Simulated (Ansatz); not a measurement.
# Mg2IBrF2: complex band structure

A new crystal, Mg2IBrF2: structure, gap and complex bands. It is built by putting Mg for Ba in the Ba2IBrF2 structure of space group P4mm, with the volume rescaled by atomic radii. The parent structure comes from the Materials Project.

Method: r2SCAN DFT, plane waves, PAW files, in the first sound run; inputs show where later runs differ, in Ansatz 0.2.0.

The structure was built from a prototype and need not be the compound's stable phase.

## 1. Starting point

It takes space group P4mm (No. 99, tetragonal). The conventional cell has a = 4.027 Å, b = 4.027 Å, c = 6.960 Å, α = 90.00°, β = 90.00°, γ = 90.00°. Nearest to Mg lie 4 F at 2.36 Å and 4 I at 3.13 Å and 1 Br at 3.39 Å. Nearest to Mg lie 4 F at 2.38 Å and 4 Br at 3.04 Å and 1 I at 3.18 Å. Nearest to I lie 5 Mg at 3.13 to 3.18 Å. Nearest to Br lie 5 Mg at 3.04 to 3.39 Å and 4 F at 3.09 Å. Nearest to F lie 4 Mg at 2.36 to 2.38 Å. It derives from Ba2IBrF2. Mg for Ba in the Ba2IBrF2 structure of space group P4mm. Farther neighbours and most contacts between anions are not listed.

## 2. Cell and atoms at rest

The substituted atoms don't fit the parent's cell, so cell and atoms relax together. A small smearing keeps the run stable in case the gap closes on the way.

input.yaml

```yaml
crystal:
  lattice:
    - [4.0265196916, 0.0, 0.0]
    - [0.0, 4.0265196916, 0.0]
    - [0.0, 0.0, 6.9597533511]
  atoms:
    - { symbol: Mg, position: [0.5, 0.5, 0.827396] }
    - { symbol: Mg, position: [0.0, 0.0, 0.185191] }
    - { symbol: I, position: [0.0, 0.0, 0.641387] }
    - { symbol: Br, position: [0.5, 0.5, 0.340098] }
    - { symbol: F, position: [0.5, 0.0, 0.002964] }
    - { symbol: F, position: [0.0, 0.5, 0.002964] }
kpoints:
  mp_grid: { grid: [6, 6, 4] }
scf:
  occupations: { method: gaussian, width: 0.03 }
hamiltonian:
  xc: r2scan
output:
  forces: true
  stress: true
relax:
  f_tol: 0.02
  max_steps: 60
  cell: {}
```

Command:

```sh
> ansatz run input.yaml --threads 2 --pin off --max-ram 4096MiB --backend cpu --events-out ev --progress --plain --runs-dir out
```

Numbers of over 12 decimals in the logs are rounded to 6 here.

Output:

```text
Engine: ansatz 0.2.0, aarch64-unknown-linux-gnu
Pseudopotentials: kind: paw
Pseudopotential: Mg, paw, valence charge 10, recommended cutoff 500 eV (meta_gga), Mg.paw.azcp
Pseudopotential: I, paw, valence charge 17, recommended cutoff 500 eV (meta_gga), I.paw.azcp
Pseudopotential: Br, paw, valence charge 7, recommended cutoff 500 eV (meta_gga), Br.paw.azcp
Pseudopotential: F, paw, valence charge 7, recommended cutoff 500 eV (meta_gga), F.paw.azcp
Functional definition: r2SCAN
  parameter k0 = 0.174
  parameter k1 = 0.065
  parameter a1 = 4.9479
  exchange = r2scan_x(k0 = k0, k1 = k1, a1 = a1)
  correlation = r2scan_c
Crystal: 6 atoms, lattice volume = 112.838 Å³
Basis set: ecut = 500 eV, 2937 PW (Γ), exchange–correlation on 120×120×216 points (64 copies of the dense FFT grid, shifted against one another)
Bands: 35, of which v1, the nominal top of the filled ones, is band 29 counted from 1 (28 counted from 0)
Symmetry: 8 space group operations
Space group: P4mm (ITA 99), of the structure as read, at distance tolerance 4.8e-5 Å
k-points: 30 of 144 (time reversal used)
Non-local potential: Mg, projectors of the file, l = 0: 3, l = 1: 2, l = 2: 1
Non-local potential: I, projectors of the file, l = 0: 2, l = 1: 2, l = 2: 2, l = 3: 2
Non-local potential: Br, projectors of the file, l = 0: 2, l = 1: 2, l = 2: 2
Non-local potential: F, projectors of the file, l = 0: 2, l = 1: 2, l = 2: 1
PAW form: soft (Blöchl's): semilocal exchange-correlation on the pseudo side does not see the compensation charge
PAW frozen core: Mg, regenerated for the run's functional (the file was generated under x = pbe(κ = 0.804, μ = 0.219515), c = pbe(β = 0.066725))
PAW frozen core: I, regenerated for the run's functional (the file was generated under x = pbe(κ = 0.804, μ = 0.219515), c = pbe(β = 0.066725))
PAW frozen core: Br, regenerated for the run's functional (the file was generated under x = pbe(κ = 0.804, μ = 0.219515), c = pbe(β = 0.066725))
PAW frozen core: F, regenerated for the run's functional (the file was generated under x = pbe(κ = 0.804, μ = 0.219515), c = pbe(β = 0.066725))
PAW one-centre angular grid: Mg, 302 points (default); XC on 224 Gauss nodes
PAW one-centre angular grid: I, 590 points (default); XC on 160 Gauss nodes
PAW one-centre angular grid: Br, 302 points (default); XC on 160 Gauss nodes
PAW one-centre angular grid: F, 302 points (default); XC on 160 Gauss nodes
Initial density: superposition of atomic densities (neutral atoms: chi_scale 0, normalization atom), corrected by the library's trained network
Initial wavefunctions: pseudopotential atomic-orbital guess
Functional: x = r2scan, c = r2scan; τ floored in thin density (d = 2e-4 eV/Å³)
SCF iter   1: F=—  HF=-15800.592228 eV  |F-HF|=—  |Δ(HF+E_count)|=         —  Δρ=7.99e-3  dr2=7.53e-2  dr2_τ=5.68e-2  ethr=1.77e-3  ⟨swp⟩=8.4  Hψ=4860  notcnv=0
preconditioner: auto → Resta (q_TF=auto, 2.442 Å⁻¹)  ε∞=3.6  [insulator: Δε(μ)=3.284 eV  Ē_g=11.451 eV  σ=0.030 eV  W_gap=1.00  n_scr=36 (ndim 8)  ℏωp=18.5 eV  f_vac=0.000  D(μ)=0.00/eV (n_scr^D=0)  ε∞_Penn≈3.6]
SCF iter   2: F=—  HF=-15800.653023 eV  |F-HF|=—  |Δ(HF+E_count)|=   6.08e-2  Δρ=3.74e-3  dr2=1.64e-2  dr2_τ=8.52e-4  ethr=1.30e-4  ⟨swp⟩=2.6  Hψ=1934  notcnv=0  defer=46
SCF iter   3: F=—  HF=-15800.652188 eV  |F-HF|=—  |Δ(HF+E_count)|=   8.35e-4  Δρ=1.12e-3  dr2=1.96e-3  dr2_τ=1.11e-4  ethr=2.83e-5  ⟨swp⟩=2.6  Hψ=1655  notcnv=0  defer=16
automatic band count: iteration 3 solves 34 bands in place of 35: the levels show a gap, and the empty bands left out lie too high to hold charge; the band table lists the bands solved (type scf.n_extra_bands for more)
SCF iter   4: F=—  HF=-15800.652071 eV  |F-HF|=—  |Δ(HF+E_count)|=   1.17e-4  Δρ=4.98e-4  dr2=2.08e-4  dr2_τ=1.74e-5  ethr=3.38e-6  ⟨swp⟩=2.0  Hψ=1543  notcnv=0  defer=16
SCF iter   5: F=—  HF=-15800.652055 eV  |F-HF|=—  |Δ(HF+E_count)|=   1.60e-5  Δρ=1.21e-4  dr2=1.44e-5  dr2_τ=8.14e-7  ethr=3.59e-7  ⟨swp⟩=2.0  Hψ=1471  notcnv=0  defer=16
SCF iter   6: F=—  HF=-15800.652057 eV  |F-HF|=—  |Δ(HF+E_count)|=   1.83e-6  Δρ=2.33e-5  dr2=5.87e-7  dr2_τ=3.35e-8  ethr=2.49e-8  ⟨swp⟩=2.1  Hψ=1536  notcnv=0  defer=16
SCF iter   7: F=-15800.652057 eV  HF=-15800.652057 eV  |F-HF|=8.99e-9  |Δ(HF+E_count)|=   1.96e-7  Δρ=5.99e-6  dr2=2.86e-8  dr2_τ=1.90e-9  ethr=1.72e-10  ⟨swp⟩=5.0  Hψ=3912  notcnv=0
SCF 1 converged in 7 iterations: F = -15800.652057 eV  dr2 = 2.86e-8
  greatest PAW one-centre occupation: 1.000 electrons in one spin orbital (limit 2), on the Mg atom at site 0 (counted from 0), in its partial waves of l = 0
relax step   1: F+E_penalty+E_count = -15800.65205737 eV  Δ(F+E_penalty+E_count) = +0.000e0 eV  max|allowed force component| = 1.272e0 eV/Å  Δτ_max = 0.0000 Å  P = -4.659 GPa  Ω = 112.838 Å³  (7 SCF iters, dr2 threshold 1.00e-7 eV, accepted)
Crystal: 6 atoms, lattice volume = 108.288 Å³
Basis set: ecut = 500 eV, 2711 PW (Γ), exchange–correlation on 120×120×216 points (64 copies of the dense FFT grid, shifted against one another)
Initial density: handed on by an earlier stage of this run
Initial wavefunctions: those handed on with the density
iter 1 solved again at ethr=4.13e-4 eV; its pass at ethr=3.10e-3 eV (dr2=2.39e-1 eV) is discarded
SCF iter   1: F=—  HF=-15801.161641 eV  |F-HF|=—  |Δ(HF+E_count)|=         —  Δρ=1.96e-2  dr2=2.39e-1  dr2_τ=5.21e-1  ethr=4.13e-4  ⟨swp⟩=1.3  Hψ=5766  notcnv=0
automatic band count: iteration 1 solves 33 bands in place of 35: the levels show a gap, and the empty bands left out lie too high to hold charge; the band table lists the bands solved (type scf.n_extra_bands for more)
preconditioner: auto → Resta (q_TF=auto, 2.459 Å⁻¹)  ε∞=3.9  [insulator: Δε(μ)=3.065 eV  Ē_g=11.031 eV  σ=0.030 eV  W_gap=1.00  n_scr=28 (ndim 8)  ℏωp=18.9 eV  f_vac=0.002  D(μ)=0.00/eV (n_scr^D=0)  ε∞_Penn≈3.9]
SCF iter   2: F=—  HF=-15801.340069 eV  |F-HF|=—  |Δ(HF+E_count)|=   1.78e-1  Δρ=1.07e-2  dr2=7.32e-2  dr2_τ=4.72e-3  ethr=4.12e-4  ⟨swp⟩=2.8  Hψ=1636  notcnv=0
SCF iter   3: F=—  HF=-15801.360514 eV  |F-HF|=—  |Δ(HF+E_count)|=   2.04e-2  Δρ=1.39e-3  dr2=1.20e-3  dr2_τ=1.96e-4  ethr=1.26e-4  ⟨swp⟩=3.2  Hψ=2096  notcnv=0
SCF iter   4: F=—  HF=-15801.361862 eV  |F-HF|=—  |Δ(HF+E_count)|=   1.35e-3  Δρ=6.38e-4  dr2=2.68e-4  dr2_τ=1.79e-5  ethr=2.08e-6  ⟨swp⟩=2.0  Hψ=2050  notcnv=0
SCF iter   5: F=—  HF=-15801.362039 eV  |F-HF|=—  |Δ(HF+E_count)|=   1.77e-4  Δρ=4.02e-4  dr2=9.52e-5  dr2_τ=9.87e-6  ethr=4.62e-7  ⟨swp⟩=2.0  Hψ=1490  notcnv=0
SCF iter   6: F=—  HF=-15801.362019 eV  |F-HF|=—  |Δ(HF+E_count)|=   2.01e-5  Δρ=5.12e-5  dr2=2.63e-6  dr2_τ=1.07e-7  ethr=1.64e-7  ⟨swp⟩=2.0  Hψ=1406  notcnv=0
[...]
SCF iter   5: F=—  HF=-15801.809108 eV  |F-HF|=—  |Δ(HF+E_count)|=   1.08e-4  Δρ=3.81e-4  dr2=9.85e-5  dr2_τ=7.86e-6  ethr=5.04e-7  ⟨swp⟩=2.1  Hψ=1528  notcnv=0
SCF iter   6: F=—  HF=-15801.809101 eV  |F-HF|=—  |Δ(HF+E_count)|=   7.51e-6  Δρ=7.84e-5  dr2=3.98e-6  dr2_τ=2.57e-7  ethr=1.70e-7  ⟨swp⟩=2.0  Hψ=1477  notcnv=0
SCF iter   7: F=-15801.809102 eV  HF=-15801.809102 eV  |F-HF|=2.14e-8  |Δ(HF+E_count)|=   1.65e-6  Δρ=1.75e-5  dr2=3.88e-7  dr2_τ=1.37e-8  ethr=1.03e-9  ⟨swp⟩=5.0  Hψ=4196  notcnv=0
SCF 3 converged in 7 iterations: F = -15801.809102 eV  dr2 = 3.88e-7
relax step   3: F+E_penalty+E_count = -15801.80910247 eV  Δ(F+E_penalty+E_count) = -4.471e-1 eV  max|allowed force component| = 2.684e-1 eV/Å  Δτ_max = 0.1451 Å  P = +2.273 GPa  Ω = 104.603 Å³  energy of the carried Pulay correction = +2.781e-3 eV  (7 SCF iters, dr2 threshold 6.00e-7 eV, accepted)
[... from here on, the SCF cycles and remarks between the steps are left out ...]
relax step   4: F+E_penalty+E_count = -15801.96191607 eV  Δ(F+E_penalty+E_count) = -1.528e-1 eV  max|allowed force component| = 2.383e-1 eV/Å  Δτ_max = 0.0467 Å  P = +1.596 GPa  Ω = 107.083 Å³  energy of the carried Pulay correction = +1.906e-3 eV  (6 SCF iters, dr2 threshold 6.00e-7 eV, accepted)
relax step   5: F+E_penalty+E_count = -15802.04330910 eV  Δ(F+E_penalty+E_count) = -8.139e-2 eV  max|allowed force component| = 6.281e-2 eV/Å  Δτ_max = 0.0745 Å  P = +0.583 GPa  Ω = 110.802 Å³  energy of the carried Pulay correction = +6.552e-4 eV  (7 SCF iters, dr2 threshold 6.00e-7 eV, accepted)
relax step   6: F+E_penalty+E_count = -15802.04998970 eV  Δ(F+E_penalty+E_count) = -6.681e-3 eV  max|allowed force component| = 6.580e-2 eV/Å  Δτ_max = 0.0416 Å  P = -0.362 GPa  Ω = 114.238 Å³  energy of the carried Pulay correction = -4.396e-4 eV  (6 SCF iters, dr2 threshold 6.00e-7 eV, accepted)
relax step   7: F+E_penalty+E_count = -15802.05337565 eV  Δ(F+E_penalty+E_count) = -3.386e-3 eV  max|allowed force component| = 5.186e-3 eV/Å  Δτ_max = 0.0172 Å  P = +0.006 GPa  Ω = 112.918 Å³  energy of the carried Pulay correction = -2.548e-5 eV  (6 SCF iters, dr2 threshold 6.00e-7 eV, accepted)
relax step   8: F+E_penalty+E_count = -15802.07419966 eV  Δ(F+E_penalty+E_count) = -2.082e-2 eV  max|allowed force component| = 7.253e-3 eV/Å  Δτ_max = 0.0000 Å  P = +0.350 GPa  Ω = 112.918 Å³  stress off target by 9.18e-1 GPa  SCF on the basis re-selected at this cell (its energy is not comparable with the rows above)  (7 SCF iters)
relax step   9: F+E_penalty+E_count = -15802.08105914 eV  Δ(F+E_penalty+E_count) = -6.859e-3 eV  max|allowed force component| = 8.884e-3 eV/Å  Δτ_max = 0.0250 Å  P = +0.122 GPa  Ω = 114.582 Å³  energy of the carried Pulay correction = -5.434e-4 eV  (6 SCF iters, dr2 threshold 6.00e-7 eV, accepted)
relax step  10: F+E_penalty+E_count = -15802.08317568 eV  Δ(F+E_penalty+E_count) = -2.117e-3 eV  max|allowed force component| = 9.491e-3 eV/Å  Δτ_max = 0.0413 Å  P = +0.001 GPa  Ω = 116.871 Å³  energy of the carried Pulay correction = -1.269e-3 eV  (7 SCF iters, dr2 threshold 3.84e-7 eV, accepted)
Basis set: ecut = 500 eV, 2977 PW (Γ), exchange–correlation on 108×108×288 points (64 copies of the dense FFT grid, shifted against one another)
iter 1 solved again at ethr=2.39e-7 eV; its pass at ethr=3.10e-3 eV (dr2=1.39e-4 eV) is discarded
SCF iter   1: F=—  HF=-15802.083760 eV  |F-HF|=—  |Δ(HF+E_count)|=         —  Δρ=1.80e-4  dr2=1.44e-6  dr2_τ=3.71e-6  ethr=2.39e-7  ⟨swp⟩=3.9  Hψ=8134  notcnv=0
preconditioner: auto → Resta (q_TF=auto, 2.428 Å⁻¹)  ε∞=3.1  [insulator: Δε(μ)=2.050 eV  Ē_g=12.413 eV  σ=0.030 eV  W_gap=1.00  n_scr=26 (ndim 8)  ℏωp=18.2 eV  f_vac=0.101  D(μ)=0.00/eV (n_scr^D=0)  ε∞_Penn≈3.1]
SCF iter   2: F=—  HF=-15802.084233 eV  |F-HF|=—  |Δ(HF+E_count)|=   4.73e-4  Δρ=9.11e-5  dr2=3.85e-7  dr2_τ=4.56e-6  ethr=2.48e-9  ⟨swp⟩=2.1  Hψ=1793  notcnv=0
SCF iter   3: F=—  HF=-15802.084316 eV  |F-HF|=—  |Δ(HF+E_count)|=   8.27e-5  Δρ=1.01e-5  dr2=3.25e-8  dr2_τ=3.12e-8  ethr=6.64e-10  ⟨swp⟩=2.7  Hψ=2060  notcnv=0
SCF iter   4: F=—  HF=-15802.084316 eV  |F-HF|=—  |Δ(HF+E_count)|=   4.42e-7  Δρ=1.44e-6  dr2=2.22e-9  dr2_τ=3.66e-10  ethr=5.60e-11  ⟨swp⟩=2.2  Hψ=1539  notcnv=0
SCF iter   5: F=—  HF=-15802.084316 eV  |F-HF|=—  |Δ(HF+E_count)|=   2.17e-9  Δρ=5.15e-7  dr2=1.96e-10  dr2_τ=1.99e-11  ethr=3.83e-12  ⟨swp⟩=2.0  Hψ=1514  notcnv=0
SCF iter   6: F=-15802.084316 eV  HF=-15802.084316 eV  |F-HF|=2.18e-11  |Δ(HF+E_count)|=  1.95e-10  Δρ=1.11e-7  dr2=1.36e-11  dr2_τ=1.05e-12  ethr=1.00e-12  ⟨swp⟩=5.0  Hψ=4085  notcnv=0
SCF 11 converged in 6 iterations: F = -15802.084316 eV  dr2 = 1.36e-11
relax step  11: F+E_penalty+E_count = -15802.08431595 eV  Δ(F+E_penalty+E_count) = -1.140e-3 eV  max|allowed force component| = 9.499e-3 eV/Å  Δτ_max = 0.0000 Å  P = -0.006 GPa  Ω = 116.871 Å³  stress off target by 1.19e-2 GPa  SCF on the basis re-selected at this cell (its energy is not comparable with the rows above)  (6 SCF iters)
basis re-selected at this cell: Δ(F+E_penalty+E_count) = -1.140e-3 eV, ΔP = -0.007 GPa vs the last step (what re-selecting the basis moved, of the pressure what is left beyond the Pulay correction that the steps carried, after the strain that the cell walked since its last selection, with what the two solves' SCF thresholds leave and, on support functions, any second-order correction that the steps lacked; it is no measure of the basis error at this ecutwfc). The dense FFT grid was sized anew with the basis: this SCF ran on 27×27×72 points, the steps before it on 27×27×64, so part of this shift can come from that change (see relax.cell in the input reference). [rest of the remark cut]
SCF converged after 6 iterations
Free energy (F): -15802.084316 eV
Harris-Foulkes:  -15802.084316 eV  (|F-HF|=2.18e-11)
Internal energy: -15802.084316 eV  (E = F + TS)
E sigma→0 (E₀):  -15802.084316 eV
Fermi energy:    7.360601 eV
--- Per-component energies (eV) ---
  E_band       = -1222.450567
  E_kinetic    = 896.282438
  E_local      = -8505.463933  (includes V_loc(G=0)·N_el)
  E_nonlocal   = 315.954527
  E_hartree    = 3636.152452
  E_xc         = -587.586248
  E_vxc        = -569.540820  (∫ρ·V_xc dr)
  E_paw        = -8109.834530  (= ΣΔE_a)
  E_vpaw       = -668.141243  (= ΣTr[D̂ρ^β])
  E_aug_tail   = 0.001999  (compensation charges beyond the density's cutoff)
  E_vtau       = 36.151563  (kinetic-family band-sum trace: ∫τ·v_τ [+ j·A + Jᵃ·Aᵃ] dr)
  E_ewald      = -3447.390681
  E_core_change = -0.200340  (= ΣΔE_core)
  E_smearing   = -0.000000  (= −TS)
  E_closure    = -0.000000  (closes the sum)
  Σ components = -15802.084316   (vs F -15802.084316, Δ=0.00e0)
--- Forces (eV/Å), atoms counted from 1 ---
  atom   1  Mg    -0.00000000     0.00000000    -0.00264461
  atom   2  Mg    -0.00000000     0.00000000     0.00191756
  atom   3  I     -0.00000000     0.00000000    -0.00949892
  atom   4  Br    -0.00000000     0.00000000     0.00221743
  atom   5  F     -0.00000000    -0.00000000     0.00400372
  atom   6  F      0.00000000     0.00000000     0.00400372
  max |Σ_I F_I| component: 1.08e-6 eV/Å
--- Stress (GPa, compression-positive) ---
       -0.011913       0.000000       0.000000
        0.000000      -0.011913       0.000000
        0.000000       0.000000       0.004471
  P = ⅓ Tr σ = -0.0065 GPa (-0.065 kbar)
--- Relaxed structure (9 steps of the walk, 9 accepted, 2 SCFs on fresh bases) ---
  F+E_penalty+E_count = -15802.08431595 eV   max|allowed force component| = 9.499e-3 eV/Å   (the final SCF, on the basis selected at the relaxed cell)
  cell:  # Å, volume = 116.8713 Å³
    - [3.633644, 0.0, 0]
    - [0.0, 3.633644, 0.0]
    - [0, 0.0, 8.851625]
  atoms:
    - { symbol: Mg, position: [0.5, 0.5, 0.876639] }
    - { symbol: Mg, position: [0, 0.0, 0.132407] }
    - { symbol: I, position: [0, 0.0, 0.687646] }
    - { symbol: Br, position: [0.5, 0.5, 0.293837] }
    - { symbol: F, position: [0.5, 0.0, 0.00473563] }
    - { symbol: F, position: [0, 0.5, 0.00473563] }
```

Wall time 2.2 min (2 threads of Arm Neoverse V1, shared host); peak memory 0.61 GiB; 4.4 min of CPU time.

The steps of the relaxation:

```tsv
step	energy less that of the first step (eV)	largest force component (eV/Å)	pressure (GPa)	volume (Å³)
1	0.0000	1.2721	-4.66	112.84
2	-0.7100	0.9036	-2.00	108.29
3	-1.1570	0.2684	2.27	104.60
4	-1.3099	0.2383	1.60	107.08
5	-1.3913	0.0628	0.58	110.80
6	-1.3979	0.0658	-0.36	114.24
7	-1.4013	0.0052	0.01	112.92
8*	-1.4221	0.0073	0.35	112.92
9	-1.4290	0.0089	0.12	114.58
10	-1.4311	0.0095	0.00	116.87
11*	-1.4323	0.0095	-0.01	116.87
```

Relaxation steps marked * repeat the geometry before them on a plane-wave basis chosen anew for their cell, so energy and pressure can jump there.

The run keeps the 8 symmetry operations that it works with, so distortions that break them were not tested.

```tsv
cell as run	before	after	change
a (Å)	4.027	3.634	-9.8 %
b (Å)	4.027	3.634	-9.8 %
c (Å)	6.960	8.852	+27.2 %
volume (Å³/atom)	18.81	19.48	+3.6 %
```

The atoms that moved most (Å, as changes of fractional coordinates times the final cell):

```tsv
atom	dx	dy	dz	length
Mg2	0.000	0.000	-0.467	0.467
Mg1	0.000	0.000	0.436	0.436
Br4	0.000	0.000	-0.409	0.409
I3	0.000	0.000	0.409	0.409
F5	0.000	0.000	0.016	0.016
F6	0.000	0.000	0.016	0.016
```

Numbers from this step:

| Property | Result |
| --- | --- |
| free energy | -15802.0843 eV |
| Fermi energy | 7.361 eV |
| pressure | -0.006452 GPa |

The largest force component on a free atom ends at 0.0095 eV/Å.

## 3. Band edges

The energy window and the wavevectors of the next steps follow from the band edges, so these are searched first, off the mesh as well.

input.yaml

```yaml
crystal:
  lattice:
    - [3.6336438221, 0.0, 0.0]
    - [0.0, 3.6336438221, 0.0]
    - [0.0, 0.0, 8.851624896]
  atoms:
    - { symbol: Mg, position: [0.5, 0.5, 0.8766388132] }
    - { symbol: Mg, position: [0.0, 0.0, 0.1324069467] }
    - { symbol: I, position: [0.0, 0.0, 0.6876464055] }
    - { symbol: Br, position: [0.5, 0.5, 0.2938365788] }
    - { symbol: F, position: [0.5, 0.0, 0.0047356279] }
    - { symbol: F, position: [0.0, 0.5, 0.0047356279] }
kpoints:
  mp_grid: { grid: [6, 6, 4] }
  band_path: { path: [VBM, CBM], npoints: 30 }
scf:
  occupations: { method: fixed }
hamiltonian:
  xc: r2scan
output:
  eigenvalues: true
  write_potential: true
  write_density: true
  volumetric_format: npy
```

Output:

```text
[...]
Crystal: 6 atoms, lattice volume = 116.871 Å³
Basis set: ecut = 500 eV, 2977 PW (Γ), exchange–correlation on 108×108×288 points (64 copies of the dense FFT grid, shifted against one another)
Bands: 35, of which v1, the nominal top of the filled ones, is band 29 counted from 1 (28 counted from 0)
Symmetry: 8 space group operations
[...]
k-points: 30 of 144 (time reversal used)
[...]
SCF iter   1: F=—  HF=-15801.986473 eV  |F-HF|=—  |Δ(HF+E_count)|=         —  Δρ=6.32e-3  dr2=3.44e-2  dr2_τ=7.36e-2  ethr=1.77e-3  ⟨swp⟩=5.0  Hψ=3876  notcnv=0  defer=112
[...]
SCF iter   7: F=-15802.084316 eV  HF=-15802.084316 eV  |F-HF|=6.33e-9  |Δ(HF+E_count)|=   9.88e-8  Δρ=6.81e-6  dr2=4.83e-8  dr2_τ=2.54e-9  ethr=1.72e-10  ⟨swp⟩=12.7  Hψ=5096  notcnv=0
SCF 1 converged in 7 iterations: F = -15802.084316 eV  dr2 = 4.83e-8
[...]
NSCF: frozen V_eff on 40 k-points
[...]
SCF converged after 7 iterations
Free energy (F): -15802.084316 eV
[...]
Internal energy: -15802.084316 eV  (E = F + TS)
E sigma→0 (E₀):  -15802.084316 eV
Fermi energy:    6.335010 eV
[...]
--- Band table (eV; the first three rows and the last of 30) ---
  k-point 0: bands = [... 25 lower, 4.1700, 4.1700, 5.6580, 5.6580, 8.9305, 10.3661, 11.7146, 12.7207, ... 2 higher]
  k-point 1: bands = [... 25 lower, 4.1677, 4.1677, 5.6622, 5.6622, 9.1663, 10.4029, 11.5694, 12.7722, ... 2 higher]
  k-point 2: bands = [... 25 lower, 4.1653, 4.1653, 5.6663, 5.6663, 9.4265, 10.4399, 11.4141, 12.8340, ... 2 higher]
  k-point 29: bands = [... 25 lower, 2.6970, 2.6970, 3.8639, 4.7506, 8.3854, 8.9264, 12.4705, 12.4705, ... 2 higher]
```

The job ended after 57 s (2 threads; peak memory 0.56 GiB; 1.9 min of CPU time).

In the SCF lines HF is the Harris–Foulkes energy and dr2 the Hartree energy of the density residual, in eV; the loop may stop once dr2 is under the threshold and the program's other checks hold. Hψ counts applications of the Hamiltonian.

Numbers from this step:

```
Fermi energy        : 6.335 eV
gap on the k-mesh   : 2.050 eV
gap on path         : 2.050 eV, by band count; negative where bands overlap
direct gap on path  : 3.635 eV
edge places on path : 0, 0.9346 1/A along the path
```

The electronic bands at the labelled points (eV, zero at the Fermi level (highest filled level under fixed occupations); v1 is the highest filled band, c1 the lowest empty one):

```tsv
point	v4	v3	v2	v1	c1	c2	c3	c4
VBM	-2.75	-2.19	-1.79	0.00	4.47	5.48	6.44	6.93
halfway	-3.07	-2.59	-2.16	-1.86	3.74	4.09	5.35	6.19
CBM	-3.64	-3.64	-2.47	-1.58	2.05	2.59	6.14	6.14
```

The searched edges give 2.05 eV, as on the mesh.

(Part 1 of 3 ends here.)

[Logs are printed without paths, hosts, clocks, repeated set-up lines and the standing remarks that a program may print on its own settings, such as how far it seeks lower states.]

[Hosts, paths, dates, database ids (printed as entryN), source tags and the programs' standing remarks are cut or masked in the printed files.]

[New means built here by substitution; the compound itself may be known and measured.]
